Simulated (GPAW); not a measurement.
Consider CuSe2 (Pnnm).

```
Se Cu
1.0
     5.02520    0.00000    0.00000
     0.00000    6.19410    0.00000
     0.00000    0.00000    3.74470
Se Cu
4 2
Direct
  0.68350 0.11510 0.50000
  0.31650 0.88490 0.50000
  0.18350 0.38490 0.00000
  0.81650 0.61510 0.00000
  0.50000 0.50000 0.50000
  0.00000 0.00000 0.00000
```

Absorber: atom 5, with 6 Se at 2.56 Å (octahedral, site symmetry 2/m). Method: GPAW, LDA, excited-electron core hole (neutral cell), 12-atom cell with 6.3 Å between holes, 3×3×3 k points, dipole transitions, Gaussian full width 1.55 eV up to 4 eV, rising linearly to 3.5 eV at 25 eV.

Q: Where do the maxima of the Cu K edge fall?

Main maxima up to 30 eV above the zero (height): 1.6 eV (0.15), 6.4 eV (2.28), 11.8 eV (1.29) and 26.6 eV (1.03). A K edge sees empty p states on the absorber. The total-energy difference is 8991.01 eV. One term is added: -29.79 eV, since the hole is spin-paired here and a spin-polarised one costs that much less in the free atom (computed apart). The photon energy is then 8961.22 eV. The tabulated edge of the element is 8979 eV. The functional leaves an error in such absolute values: in the free atom LDA prices this hole 18.3 eV below PBE (computed apart), and PBE is itself good to a few eV.

The Cu K spectrum (energy from the lowest empty level; intensity scaled to a mean of 1 over the first 20 eV; polarised curves are means over the symmetry-equivalent atoms):

```tsv
E (eV)	isotropic	ε ∥ x	ε ∥ y	ε ∥ z
-2.0	0.00	0.00	0.00	0.00
-1.0	0.01	0.01	0.01	0.01
0.0	0.05	0.04	0.06	0.04
1.0	0.12	0.13	0.11	0.12
2.0	0.14	0.14	0.11	0.15
3.0	0.11	0.13	0.08	0.12
4.0	0.39	0.42	0.45	0.31
5.0	1.22	1.30	1.33	1.03
6.0	2.19	2.19	1.94	2.42
7.0	2.06	1.96	1.85	2.38
8.0	1.48	1.57	1.61	1.27
9.0	1.16	1.17	1.44	0.87
10.0	1.12	1.09	1.30	0.96
11.0	1.24	1.27	1.25	1.21
12.0	1.29	1.31	1.11	1.44
13.0	1.19	1.17	1.05	1.35
14.0	1.04	0.98	1.04	1.11
15.0	0.92	0.86	0.97	0.93
16.0	0.90	0.85	0.98	0.87
17.0	0.95	0.91	1.02	0.92
18.0	0.96	0.96	0.92	1.00
19.0	0.93	0.98	0.80	1.02
20.0	0.92	0.97	0.82	0.97
21.0	0.95	0.94	0.97	0.93
22.0	0.99	0.92	1.09	0.94
23.0	1.00	0.96	1.06	0.97
24.0	0.99	1.05	0.93	1.00
25.0	1.00	1.11	0.88	1.01
26.0	1.02	1.10	0.98	1.00
27.0	1.03	1.00	1.11	0.96
28.0	1.00	0.90	1.15	0.93
29.0	0.95	0.87	1.07	0.91
30.0	0.91	0.91	0.93	0.89
31.0	0.89	0.96	0.82	0.88
32.0	0.90	0.99	0.80	0.92
```

The script folds with a Gaussian, whereas the core hole's own line is a Lorentzian, so the onset is too steep and the first peak too high. The unit cell's mesh shows no gap over 0.35 eV. That is right for a metallic compound; for a small-gap or correlated insulator it would be the fault of the functional or of the assumed magnetic order, and the hole would be screened too well. The holes are only 6.3 Å apart, so the shape is probably not converged with cell size; no larger cell was run here. The mesh is coarse (0.39 Å⁻¹ between points), so small maxima may be mesh ripples. The structure is a published determination, not relaxed.

[Banner, clock and machine lines of the logs are left out without a mark of their own.]

[Logs are printed without paths, hosts, clocks, repeated set-up lines and the standing remarks that a program may print on its own settings, such as how far it seeks lower states.]

[Hosts, paths, dates, database ids (printed as entryN), source tags and the programs' standing remarks are cut or masked in the printed files.]

[Lists of maxima count a maximum above −3 eV only where it reaches 4 % of the highest in the window and stands out from its surroundings by 2 % of it (1.5 % where it reaches 55 %); shoulders and weaker maxima are passed over, and of the rest the first, up to two pre-edge ones and the few strongest are named.]
